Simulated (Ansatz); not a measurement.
## Ca on Pt(111): change of the work function: cost of one run

Ansatz 0.2.0; plane-wave DFT, PBE, Ansatz PAW. The cell holds 17 atoms.

The input, input.yaml:

```yaml
crystal:
  lattice:
    - [5.5437171645, 1.0e-10, 0.0]
    - [2.7718585822, 4.8009998959, 0.0]
    - [0.0, 0.0, 27.6922762806]
  atoms:
    - { symbol: Pt, position: [0.0, 0.0, 0.3250003687] }
    - { symbol: Pt, position: [0.1666666667, 0.1666666667, 0.4067275995] }
    - { symbol: Pt, position: [0.3333333333, 0.3333333333, 0.4900273431] }
[... 8 atom lines left out ...]
    - { symbol: Pt, position: [0.5, 0.0, 0.5743656944] }
    - { symbol: Pt, position: [0.5, 0.5, 0.3250003687] }
    - { symbol: Pt, position: [0.6666666667, 0.6666666667, 0.4067275995] }
    - { symbol: Pt, position: [0.8333333333, 0.8333333333, 0.4900273431] }
    - { symbol: Pt, position: [0.5, 0.5, 0.5743656944] }
    - { symbol: Ca, position: [0.1666666667, 0.1666666667, 0.6749996313] }
kpoints:
  mp_grid: { grid: [6, 6, 1] }
hamiltonian:
  xc: pbe
scf:
  occupations: { method: fermi_dirac, width: 0.1 }
  convergence: { dr2_threshold: 1.0e-08 }
efield:
  axis: 3
  dipole_correction: true
  ramp_position: 0.97
  ramp_width: 0.06
relax:
  f_tol: 0.02
  max_steps: 60
  constraints: [{ sites: [0, 1, 4, 5, 8, 9, 12, 13] }]
output:
  dos: { projected: true, e_range: [-8, 4] }
  write_potential: true
  write_density: true
  volumetric_format: npy
  elf: true
```

Started as:

```console
ansatz run input.yaml --threads 4 --pin off --max-ram 6144MiB --backend cpu --events-out ev --progress --plain --runs-dir out
```

The cutoff in use is 420 eV. For reference, a run of the same kind (4 atoms, 19 k-points, 44 bands and 3,263 plane waves; 39 SCF cycles) took 11 s and 0.57 GiB on the same hardware.

What time and memory should one allow on 4 threads of Intel Xeon 6975P-C (Granite Rapids), shared host?

A cutoff of 420 eV is a sphere of radius 10.5 Å⁻¹, so a cell of 737 Å³ holds about V·G³/6π² = 14,404 plane waves. At two electrons a band, the 298 electrons need 149 bands, and 30 more are carried. Symmetry cuts the 6×6×1 mesh from 36 to 7 points. The run has 7 k-points, 179 bands and 14,421 plane waves. Taking the work of a cycle as k-points × spins × bands × plane waves, that is 6.6 times the reference, or 74 s at the reference's 39 cycles. The run needed 69 SCF cycles over 6 ionic steps, which makes it about 2.2 min. One copy of the wavefunctions takes 0.27 GiB at 16 bytes a coefficient, against 0.041 GiB in the reference; grids, projectors and work arrays come on top. Measured: about 2 min, with a peak of 3.2 GiB. The estimate holds within 25 %.

[Logs are printed without paths, hosts, clocks, repeated set-up lines and the standing remarks that a program may print on its own settings, such as how far it seeks lower states.]

[Hosts, paths, dates, database ids (printed as entryN), source tags and the programs' standing remarks are cut or masked in the printed files.]

[Maps of the electrostatic potential energy from Ansatz leave out the sawtooth potential of an applied field or a dipole correction, so their vacuum need not be flat; planar profiles and work functions include it.]
